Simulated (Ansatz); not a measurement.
# MgSiS3 (model cell, started as cubic perovskite with Si in the octahedra): from the cell to its phonons

Aim: the vibrations of MgSiS3 (model cell, started as cubic perovskite with Si in the octahedra), their spectra, and whether the structure is stable.

Calculated with Ansatz 0.2.0; DFT LDA, scalar-relativistic, plane waves, PAW; PAW set soft_1.

The structure was built from a prototype and need not be the compound's stable phase.

### 1. The structure

Symmetry: Pm-3m, No. 221, cubic system. The conventional cell has a = 4.390 Å, b = 4.390 Å, c = 4.390 Å, α = 90.00°, β = 90.00°, γ = 90.00°. Mg has 12 S at 3.10 Å nearest. Si has 6 S at 2.20 Å nearest. Nearest to S lie 2 Si at 2.20 Å and 4 Mg at 3.10 Å. Farther neighbours and most contacts between anions are not listed.

### 2. Bringing the structure to rest

The cell and atoms are relaxed, since residual forces and stress would shift the frequencies.

Input file input.yaml:

```yaml
crystal:
  lattice:
    - [4.3904, 0.0, 0.0]
    - [0.0, 4.3904, 0.0]
    - [0.0, 0.0, 4.3904]
  atoms:
    - { symbol: Mg, position: [0.0, 0.0, 0.0] }
    - { symbol: Si, position: [0.5, 0.5, 0.5] }
    - { symbol: S, position: [0.5, 0.5, 0.0] }
    - { symbol: S, position: [0.5, 0.0, 0.5] }
    - { symbol: S, position: [0.0, 0.5, 0.5] }
kpoints:
  mp_grid: { grid: [8, 8, 8] }
hamiltonian:
  xc: lda
  pseudopotentials: { kind: paw, azcp: { folder: soft_1 }, xc_functional: pbe }
scf:
  occupations: { method: gaussian, width: 0.1 }
output:
  forces: true
  stress: true
  eigenvalues: true
  write_density: true
  write_potential: true
  elf: true
  volumetric_format: npy
relax:
  adjacent_minimum: "off"
  f_tol: 0.005
  max_steps: 80
  cell: { stress_tol: 0.05 }
```

Started as:

```bash
> ansatz run input.yaml --threads 4 --pin off --max-ram 16384MiB --backend cpu --events-out ev --progress --plain --runs-dir out
```

Numbers of over 12 decimals in the logs are rounded to 6 here.

Output:

```text
Engine: ansatz 0.2.0, aarch64-unknown-linux-gnu
Pseudopotentials: kind: paw
Pseudopotential: Mg, paw, valence charge 10, recommended cutoff 420 eV (normal), soft_1/Mg.paw.azcp
Pseudopotential: Si, paw, valence charge 4, recommended cutoff 420 eV (normal), soft_1/Si.paw.azcp
Pseudopotential: S, paw, valence charge 6, recommended cutoff 420 eV (normal), soft_1/S.paw.azcp
Functional definition: SPW92
  exchange = slater_x
  correlation = pw_c
Crystal: 5 atoms, lattice volume = 84.628 Å³
Basis set: ecut = 420 eV, 1647 PW (Γ)
Bands: 21, of which v1, the nominal top of the filled ones, is band 16 counted from 1 (15 counted from 0)
Symmetry: 48 space group operations
Space group: Pm-3m (ITA 221), of the structure as read, at distance tolerance 4.4e-5 Å
k-points: 35 of 512
Non-local potential: Mg, projectors of the file, l = 0: 3, l = 1: 2, l = 2: 1
Non-local potential: Si, projectors of the file, l = 0: 2, l = 1: 2, l = 2: 1
Non-local potential: S, projectors of the file, l = 0: 2, l = 1: 2, l = 2: 1
PAW form: soft (Blöchl's): semilocal exchange-correlation on the pseudo side does not see the compensation charge
PAW frozen core: Mg, regenerated for the run's functional, and the local potential with it (the file was generated under x = pbe(κ = 0.804, μ = 0.219515), c = pbe(β = 0.066725))
PAW frozen core: Si, regenerated for the run's functional, and the local potential with it (the file was generated under x = pbe(κ = 0.804, μ = 0.219515), c = pbe(β = 0.066725))
PAW frozen core: S, regenerated for the run's functional, and the local potential with it (the file was generated under x = pbe(κ = 0.804, μ = 0.219515), c = pbe(β = 0.066725))
PAW one-centre angular grid: Mg, 110 points (default); XC on 64 Gauss nodes
PAW one-centre angular grid: Si, 110 points (default); XC on 64 Gauss nodes
PAW one-centre angular grid: S, 110 points (default); XC on 64 Gauss nodes
Initial density: superposition of atomic densities (chi_scale 0.1, normalization cell, long waves kept (reshape's long-wave potential 0.01 eV rms))
Initial wavefunctions: pseudopotential atomic-orbital guess
Functional: x = slater, c = lda
SCF iter   1: F=—  HF=-5120.375693 eV  |F-HF|=—  |Δ(HF+E_count)|=         —  Δρ=3.42e-2  dr2=7.01e-1  ethr=3.10e-3  ⟨swp⟩=7.2  Hψ=4506  notcnv=0
preconditioner: auto → Kerker (q_TF=auto, 2.320 Å⁻¹)  [metal: Δε(μ)=0.069 eV  Ē_g=9.791 eV  σ=0.100 eV  W_gap=0.36  n_scr=18 (ndim 8)  ℏωp=19.8 eV  f_vac=0.000  D(μ)=2.16/eV (n_scr^D=18)]
SCF iter   2: F=—  HF=-5120.228666 eV  |F-HF|=—  |Δ(HF+E_count)|=   1.47e-1  Δρ=1.86e-2  dr2=2.03e-1  ethr=2.19e-3  ⟨swp⟩=2.0  Hψ=1113  notcnv=0  defer=18
preconditioner: auto → Resta (q_TF=auto, 2.320 Å⁻¹)  ε∞=5.1  [insulator: Δε(μ)=0.152 eV  Ē_g=9.741 eV  σ=0.100 eV  W_gap=0.62  n_scr=18 (ndim 8)  ℏωp=19.8 eV  f_vac=0.000  D(μ)=1.55/eV (n_scr^D=6)  ε∞_Penn≈5.1]
SCF iter   3: F=—  HF=-5120.196177 eV  |F-HF|=—  |Δ(HF+E_count)|=   3.25e-2  Δρ=2.41e-3  dr2=4.46e-3  ethr=6.34e-4  ⟨swp⟩=2.5  Hψ=1386  notcnv=0  defer=20
SCF iter   4: F=—  HF=-5120.196346 eV  |F-HF|=—  |Δ(HF+E_count)|=   1.69e-4  Δρ=4.62e-4  dr2=2.03e-4  ethr=1.39e-5  ⟨swp⟩=2.7  Hψ=1316  notcnv=0  defer=20
SCF iter   5: F=—  HF=-5120.196341 eV  |F-HF|=—  |Δ(HF+E_count)|=   5.27e-6  Δρ=7.08e-5  dr2=3.88e-6  ethr=6.33e-7  ⟨swp⟩=2.3  Hψ=935  notcnv=0  defer=20
SCF iter   6: F=—  HF=-5120.196339 eV  |F-HF|=—  |Δ(HF+E_count)|=   1.71e-6  Δρ=1.26e-5  dr2=2.57e-7  ethr=1.21e-8  ⟨swp⟩=2.0  Hψ=1123  notcnv=0  defer=20
SCF iter   7: F=-5120.196339 eV  HF=-5120.196339 eV  |F-HF|=1.58e-8  |Δ(HF+E_count)|=   9.22e-8  Δρ=5.70e-6  dr2=1.82e-8  ethr=3.13e-10  ⟨swp⟩=15.6  Hψ=6333  notcnv=0
SCF 1 converged in 7 iterations: F = -5120.196339 eV  dr2 = 1.82e-8
  greatest PAW one-centre occupation: 1.000 electrons in one spin orbital (limit 2), on the Mg atom at site 0 (counted from 0), in its partial waves of l = 0
relax step   1: F+E_penalty+E_count = -5120.19633929 eV  Δ(F+E_penalty+E_count) = +0.000e0 eV  max|allowed force component| = 7.277e-30 eV/Å  Δτ_max = 0.0000 Å  P = +5.029 GPa  Ω = 84.628 Å³  (7 SCF iters, dr2 threshold 1.00e-7 eV, accepted)
Crystal: 5 atoms, lattice volume = 87.694 Å³
Basis set: ecut = 420 eV, 1743 PW (Γ)
Initial density: handed on by an earlier stage of this run
Initial wavefunctions: those handed on with the density
iter 1 solved again at ethr=1.24e-5 eV; its pass at ethr=3.10e-3 eV (dr2=3.98e-3 eV) is discarded
SCF iter   1: F=—  HF=-5120.259216 eV  |F-HF|=—  |Δ(HF+E_count)|=         —  Δρ=2.07e-3  dr2=4.02e-3  ethr=1.24e-5  ⟨swp⟩=1.6  Hψ=4978  notcnv=0
preconditioner: auto → Resta (q_TF=auto, 2.306 Å⁻¹)  ε∞=5.2  [insulator: Δε(μ)=0.163 eV  Ē_g=9.507 eV  σ=0.100 eV  W_gap=0.65  n_scr=18 (ndim 8)  ℏωp=19.4 eV  f_vac=0.000  D(μ)=1.58/eV (n_scr^D=6)  ε∞_Penn≈5.2]
SCF iter   2: F=—  HF=-5120.257852 eV  |F-HF|=—  |Δ(HF+E_count)|=   1.36e-3  Δρ=1.15e-3  dr2=1.25e-3  ethr=1.24e-5  ⟨swp⟩=1.0  Hψ=743  notcnv=0
SCF iter   3: F=—  HF=-5120.257363 eV  |F-HF|=—  |Δ(HF+E_count)|=   4.89e-4  Δρ=1.58e-4  dr2=3.00e-5  ethr=3.90e-6  ⟨swp⟩=2.5  Hψ=1144  notcnv=0
SCF iter   4: F=—  HF=-5120.257355 eV  |F-HF|=—  |Δ(HF+E_count)|=   7.85e-6  Δρ=4.61e-5  dr2=2.76e-6  ethr=9.38e-8  ⟨swp⟩=2.4  Hψ=1167  notcnv=0
SCF iter   5: F=-5120.257354 eV  HF=-5120.257354 eV  |F-HF|=6.77e-8  |Δ(HF+E_count)|=   9.79e-7  Δρ=9.64e-6  dr2=1.03e-7  ethr=1.56e-9  ⟨swp⟩=13.5  Hψ=6499  notcnv=0
SCF 2 converged in 5 iterations: F = -5120.257354 eV  dr2 = 1.03e-7
relax step   2: F+E_penalty+E_count = -5120.25735377 eV  Δ(F+E_penalty+E_count) = -6.101e-2 eV  max|allowed force component| = 4.707e-30 eV/Å  Δτ_max = 0.0000 Å  P = +1.526 GPa  Ω = 87.694 Å³  energy of the carried Pulay correction = -6.854e-4 eV  (5 SCF iters, dr2 threshold 5.00e-7 eV, accepted)
Crystal: 5 atoms, lattice volume = 89.100 Å³
iter 1 solved again at ethr=1.93e-6 eV; its pass at ethr=3.10e-3 eV (dr2=6.16e-4 eV) is discarded
SCF iter   1: F=—  HF=-5120.264537 eV  |F-HF|=—  |Δ(HF+E_count)|=         —  Δρ=8.86e-4  dr2=7.34e-4  ethr=1.93e-6  ⟨swp⟩=2.6  Hψ=4550  notcnv=0
preconditioner: auto → Resta (q_TF=auto, 2.300 Å⁻¹)  ε∞=5.2  [insulator: Δε(μ)=0.136 eV  Ē_g=9.424 eV  σ=0.100 eV  W_gap=0.61  n_scr=18 (ndim 8)  ℏωp=19.3 eV  f_vac=0.000  D(μ)=1.65/eV (n_scr^D=6)  ε∞_Penn≈5.2]
SCF iter   2: F=—  HF=-5120.264287 eV  |F-HF|=—  |Δ(HF+E_count)|=   2.49e-4  Δρ=4.92e-4  dr2=2.28e-4  ethr=1.93e-6  ⟨swp⟩=1.1  Hψ=780  notcnv=0
SCF iter   3: F=—  HF=-5120.264196 eV  |F-HF|=—  |Δ(HF+E_count)|=   9.11e-5  Δρ=6.59e-5  dr2=5.46e-6  ethr=7.13e-7  ⟨swp⟩=2.7  Hψ=1153  notcnv=0
SCF iter   4: F=-5120.264194 eV  HF=-5120.264195 eV  |F-HF|=2.03e-7  |Δ(HF+E_count)|=   1.66e-6  Δρ=2.00e-5  dr2=4.57e-7  ethr=1.56e-9  ⟨swp⟩=14.3  Hψ=7032  notcnv=0
SCF 3 converged in 4 iterations: F = -5120.264194 eV  dr2 = 4.57e-7
  Residual-converged pass: ⟨swp⟩=1.1  Hψ=877  notcnv=0  max |occ|·‖R‖ = 7.0e-9 eV (tolerance 1.0e-8 eV)  dr2=4.57e-7  dr2_onsite=7.87e-8  max |Δocc| = 5.0e-11
relax step   3: F+E_penalty+E_count = -5120.26419434 eV  Δ(F+E_penalty+E_count) = -6.841e-3 eV  max|allowed force component| = 1.141e-30 eV/Å  Δτ_max = 0.0000 Å  P = +0.123 GPa  Ω = 89.100 Å³  energy of the carried Pulay correction = -9.917e-4 eV  (4 SCF iters, dr2 threshold 5.00e-7 eV, accepted)
[...]
relax step   4: F+E_penalty+E_count = -5120.26421599 eV  Δ(F+E_penalty+E_count) = -2.164e-5 eV  max|allowed force component| = 1.321e-30 eV/Å  Δτ_max = 0.0000 Å  P = +0.003 GPa  Ω = 89.226 Å³  energy of the carried Pulay correction = -1.019e-3 eV  (4 SCF iters, dr2 threshold 3.78e-8 eV, accepted)
Initial wavefunctions: pseudopotential atomic-orbital guess (no wavefunctions were taken with the density)
iter 1 solved again at ethr=9.88e-7 eV; its pass at ethr=3.10e-3 eV (dr2=3.16e-4 eV) is discarded
SCF iter   1: F=—  HF=-5120.265312 eV  |F-HF|=—  |Δ(HF+E_count)|=         —  Δρ=2.75e-4  dr2=1.68e-6  ethr=9.88e-7  ⟨swp⟩=3.5  Hψ=6274  notcnv=0
SCF iter   2: F=—  HF=-5120.265353 eV  |F-HF|=—  |Δ(HF+E_count)|=   4.10e-5  Δρ=1.39e-4  dr2=4.28e-7  ethr=5.24e-9  ⟨swp⟩=2.9  Hψ=1199  notcnv=0
SCF iter   3: F=—  HF=-5120.265367 eV  |F-HF|=—  |Δ(HF+E_count)|=   1.39e-5  Δρ=4.62e-6  dr2=1.20e-8  ethr=1.34e-9  ⟨swp⟩=1.1  Hψ=746  notcnv=0
SCF iter   4: F=—  HF=-5120.265367 eV  |F-HF|=—  |Δ(HF+E_count)|=   2.68e-9  Δρ=1.10e-6  dr2=9.51e-10  ethr=3.74e-11  ⟨swp⟩=2.3  Hψ=1162  notcnv=0
SCF iter   5: F=-5120.265367 eV  HF=-5120.265367 eV  |F-HF|=1.00e-11  |Δ(HF+E_count)|=  1.59e-10  Δρ=2.63e-7  dr2=3.83e-11  ethr=1.00e-12  ⟨swp⟩=7.3  Hψ=4777  notcnv=0
SCF 5 converged in 5 iterations: F = -5120.265367 eV  dr2 = 3.83e-11
relax step   5: F+E_penalty+E_count = -5120.26536675 eV  Δ(F+E_penalty+E_count) = -1.151e-3 eV  max|allowed force component| = 1.420e-30 eV/Å  Δτ_max = 0.0000 Å  P = +0.011 GPa  Ω = 89.226 Å³  stress off target by 1.12e-2 GPa  SCF on the basis re-selected at this cell (its energy is not comparable with the rows above)  (5 SCF iters)
basis re-selected at this cell: Δ(F+E_penalty+E_count) = -1.151e-3 eV, ΔP = +0.009 GPa vs the last step (what re-selecting the basis moved, of the pressure what is left beyond the Pulay correction that the steps carried, after the strain that the cell walked since its last selection, with what the two solves' SCF thresholds leave and, on support functions, any second-order correction that the steps lacked; it is no m [...]
SCF converged after 5 iterations
Free energy (F): -5120.265367 eV
Harris-Foulkes:  -5120.265367 eV  (|F-HF|=1.00e-11)
Internal energy: -5120.257039 eV  (E = F + TS)
E sigma→0 (E₀):  -5120.261203 eV
Entropy (-TS):   -0.008328 eV (-1.666 meV/atom)
Fermi energy:    7.284772 eV
--- Per-component energies (eV) ---
  E_band       = -327.522118
  E_kinetic    = 437.151750
  E_local      = -2018.334088  (includes V_loc(G=0)·N_el)
  E_nonlocal   = 325.350265
  E_hartree    = 671.882243
  E_xc         = -349.661147
  E_vxc        = -334.630850  (∫ρ·V_xc dr)
  E_paw        = -2497.066955  (= ΣΔE_a)
  E_vpaw       = -80.823610  (= ΣTr[D̂ρ^β])
  E_aug_tail   = -0.000111  (compensation charges beyond the density's cutoff)
  E_ewald      = -1690.273399
  E_core_change = 0.694403  (= ΣΔE_core)
  E_smearing   = -0.008328  (= −TS)
  E_closure    = 0.000000  (closes the sum)
  Σ components = -5120.265367   (vs F -5120.265367, Δ=0.00e0)
--- Forces (eV/Å), atoms counted from 1 ---
  atom   1  Mg     0.00000000     0.00000000    -0.00000000
  atom   2  Si     0.00000000     0.00000000     0.00000000
  atom   3  S     -0.00000000     0.00000000    -0.00000000
  atom   4  S     -0.00000000    -0.00000000    -0.00000000
  atom   5  S     -0.00000000    -0.00000000    -0.00000000
  max |Σ_I F_I| component: 1.58e-30 eV/Å
--- Stress (GPa, compression-positive) ---
        0.011165      -0.000000      -0.000000
       -0.000000       0.011165       0.000000
       -0.000000       0.000000       0.011165
  P = ⅓ Tr σ = 0.0112 GPa (0.112 kbar)
--- Band table (eV; the first three rows and the last of 35) ---
  k-point 0: bands = [... 12 lower, 6.0018, 6.0018, 6.1023, 6.1023, 6.1023, 8.4825, 11.3002, 11.3002, ... 1 higher]
  k-point 1: bands = [... 12 lower, 5.7484, 5.7484, 5.8473, 6.0802, 6.0802, 9.0375, 11.3711, 11.7648, ... 1 higher]
  k-point 2: bands = [... 12 lower, 5.1442, 5.4212, 5.5153, 6.1209, 6.1209, 10.0279, 11.5633, 11.8512, ... 1 higher]
  k-point 34: bands = [... 12 lower, 5.2946, 6.6467, 7.8554, 7.8554, 7.8554, 9.8422, 9.8422, 9.8422, ... 1 higher]
--- Relaxed structure (4 steps of the walk, 4 accepted, 1 SCFs on fresh bases) ---
  F+E_penalty+E_count = -5120.26536675 eV   max|allowed force component| = 1.420e-30 eV/Å   (the final SCF, on the basis selected at the relaxed cell)
  cell:  # Å, volume = 89.2259 Å³
    - [4.468519, 0, 0]
    - [0, 4.468519, 0]
    - [0, 0, 4.468519]
  atoms:
    - { symbol: Mg, position: [0, 0, 0] }
    - { symbol: Si, position: [0.5, 0.5, 0.5] }
    - { symbol: S, position: [0.5, 0.5, 0] }
    - { symbol: S, position: [0.5, 0, 0.5] }
    - { symbol: S, position: [0, 0.5, 0.5] }
```

Wall time 5.4 s (4 threads of Arm Neoverse V1, shared host); peak memory 0.38 GiB.

Step by step:

| step | energy less that of the first step (eV) | largest force component (eV/Å) | pressure (GPa) | volume (Å³) |
| --- | --- | --- | --- | --- |
| 1 | 0.0000 | 0.0000 | 5.03 | 84.63 |
| 2 | -0.0610 | 0.0000 | 1.53 | 87.69 |
| 3 | -0.0679 | 0.0000 | 0.12 | 89.10 |
| 4 | -0.0679 | 0.0000 | 0.00 | 89.23 |
| 5* | -0.0690 | 0.0000 | 0.01 | 89.23 |

Relaxation steps marked * repeat the geometry before them on a plane-wave basis chosen anew for their cell, so energy and pressure can jump there.

The run keeps the 48 symmetry operations that it works with, so distortions that break them were not tested.

| conventional cell, symmetrised | before | after | change |
| --- | --- | --- | --- |
| a (Å) | 4.390 | 4.469 | +1.8 % |
| b (Å) | 4.390 | 4.469 | +1.8 % |
| c (Å) | 4.390 | 4.469 | +1.8 % |
| volume (Å³/atom) | 16.93 | 17.85 | +5.4 % |

The relaxed structure:

```xyz
5
Lattice="4.4685 0.0000 0.0000 0.0000 4.4685 0.0000 0.0000 0.0000 4.4685" Properties=species:S:1:pos:R:3 pbc="T T T"
Mg    0.0000    0.0000    0.0000
Si    2.2343    2.2343    2.2343
S     2.2343    2.2343    0.0000
S     2.2343    0.0000    2.2343
S     0.0000    2.2343    2.2343
```

This step gave:

* pressure: 0.01117 GPa
* volume per atom: 17.85 Å³
* gap on the k-mesh: 0 eV

Electrostatic potential energy in the ac plane at fractional y = 0.500, with atoms of Si and S within 0.2 Å of it. With pseudopotentials it is smooth inside the atoms' cores, unlike the true potential.

Values in eV, 14 rows by 14 columns, each cell a mean:
```
 12  12  11   9  -1 -26 -34 -32 -35 -15   4  10  11  12
 11  11  11  10   5 -10 -27 -30 -21  -3   7  11  11  11
 10  10  11  10   8   3  -4  -6  -1   5   9  11  11  10
  3   5   8   9   7   3  -1  -2   1   5   8   9   7   4
-19 -11   1   6   3  -6 -18 -21 -14  -1   5   5  -3 -15
-35 -32 -12   2  -3 -23 -28 -25 -29 -14   1  -1 -21 -35
-25 -35 -22  -1  -7 -29 -15  -3 -25 -21  -2  -6 -30 -32
-31 -34 -18   0  -5 -27 -22 -15 -28 -18  -1  -4 -27 -34
-30 -21  -3   4   1 -13 -27 -29 -23  -6   3   3 -10 -26
 -3   1   6   8   6   1  -5  -7  -3   3   7   8   5  -1
  8   9  10  10   8   4   0  -1   2   6   9  10  10   9
 11  11  11  10   6  -3 -18 -22 -12   1   8  11  11  11
 12  12  11   9   1 -21 -34 -35 -32 -11   5  10  11  12
 12  12  11   8  -3 -30 -31 -25 -35 -19   3  10  11  12
```
Columns run along a (4.5 Å; values clipped at the 3rd and 97th percentile), rows up along c (4.5 Å). Atoms in or near the plane, at fractional coordinates: Si at (0.50, 0.50), S at (0.50, 0.00), S at (0.00, 0.50).

ELF in the ac plane at fractional y = 0.500, with atoms of Si and S within 0.2 Å of it. It is the smooth field of the valence electrons, not physical close to the nuclei.

Ten even steps from '0' (0.02) to '9' (0.85), each cell a mean:
```
00279831599510
11147987896211
64114899963125
98522689742369
99854567644699
47987544467985
03998545479971
15998544468983
89975555556898
99633588742479
86313799852147
32136999985112
00269953798410
00389810499610
```
Columns run along a (4.5 Å), rows up along c (4.5 Å). Atoms in or near the plane, at fractional coordinates: Si at (0.50, 0.50), S at (0.50, 0.00), S at (0.00, 0.50).

Valence density in the ac plane at fractional y = 0.500, with atoms of Si and S within 0.2 Å of it. It is the smooth field of the valence electrons, not physical close to the nuclei.

Ten even steps from '_' (0.0 e/Å³) to '@' (1.1 e/Å³), each cell a mean:
```
______..++@@##**@@%%--..____
______..--##@@@@@@++::______
....__..::==####**--..____..
==--::....--==++--::....::--
%%##==::::::------::::--++%%
%%@@%%==----::..::----**@@@@
--%%@@**==--......--++##@@**
++@@@@++==--....::--==##@@##
@@%%**--::--------::--==##@@
++==::....::====--::..::--++
::........--++**==::........
______..::**@@@@%%==::______
______..==%%@@%%@@##--..____
______::++@@++--%%%%==..____
```
Columns run along a (4.5 Å), rows up along c (4.5 Å). Atoms in or near the plane, at fractional coordinates: Si at (0.50, 0.50), S at (0.50, 0.00), S at (0.00, 0.50).

In this step the volume went from 16.93 to 17.85 Å³/atom.

### 3. Relaxing to small forces for the phonons

Phonons need a cell at rest on their own settings, so the relaxation is repeated with tight tolerances on forces and stress, using the mesh and the filling of the phonon run that follows.

Input file input.yaml:

```yaml
crystal:
  lattice:
    - [4.4685187904, 0.0, 0.0]
    - [0.0, 4.4685187904, 0.0]
    - [0.0, 0.0, 4.4685187904]
  atoms:
    - { symbol: Mg, position: [0.0, 0.0, 0.0] }
    - { symbol: Si, position: [0.5, 0.5, 0.5] }
    - { symbol: S, position: [0.5, 0.5, 0.0] }
    - { symbol: S, position: [0.5, 0.0, 0.5] }
    - { symbol: S, position: [0.0, 0.5, 0.5] }
kpoints:
  mp_grid: { grid: [8, 8, 8] }
hamiltonian:
  xc: lda
  pseudopotentials: { kind: paw, azcp: { folder: soft_1 }, xc_functional: pbe }
scf:
  occupations: { method: methfessel_paxton, width: 0.2 }
output:
  forces: true
  stress: true
  eigenvalues: true
relax:
  adjacent_minimum: "off"
  f_tol: 0.001
  max_steps: 60
  cell: { stress_tol: 0.01 }
```

Output:

```text
[...]
Crystal: 5 atoms, lattice volume = 89.226 Å³
Basis set: ecut = 420 eV, 1743 PW (Γ)
Bands: 21, of which v1, the nominal top of the filled ones, is band 16 counted from 1 (15 counted from 0)
Symmetry: 48 space group operations
[...]
k-points: 35 of 512
[...]
--- Relaxed structure (1 steps of the walk, 1 accepted, 1 SCFs on fresh bases) ---
[...]
cell:  # Å, volume = 89.2259 Å³
    - [4.4685187904, 0.0, 0.0]
    - [0.0, 4.4685187904, 0.0]
    - [0.0, 0.0, 4.4685187904]
  atoms:
    - { symbol: Mg, position: [0.0, 0.0, 0.0] }
    - { symbol: Si, position: [0.5, 0.5, 0.5] }
    - { symbol: S, position: [0.5, 0.5, 0.0] }
    - { symbol: S, position: [0.5, 0.0, 0.5] }
    - { symbol: S, position: [0.0, 0.5, 0.5] }
[key lines of the parts left out:]
SCF converged after 8 iterations
Free energy (F): -5120.259882 eV
Fermi energy:    7.276201 eV
P = ⅓ Tr σ = 0.0041 GPa (0.041 kbar)
```

It took 2.4 s on 4 threads; peak memory 0.37 GiB; 8.7 s of CPU time.

Little changed from the start: no atom moved by 0.005 Å and no cell edge by 0.1 %.

Numbers from this step:

```
pressure : 0.004115 GPa
```

The forces vanish by symmetry and the pressure is 0.004 GPa, within the tolerances set. The cell now holds 17.85 Å³/atom.

(Part 1 of 2 ends here.)

[Logs are printed without paths, hosts, clocks, repeated set-up lines and the standing remarks that a program may print on its own settings, such as how far it seeks lower states.]

[Hosts, paths, dates, database ids (printed as entryN), source tags and the programs' standing remarks are cut or masked in the printed files.]
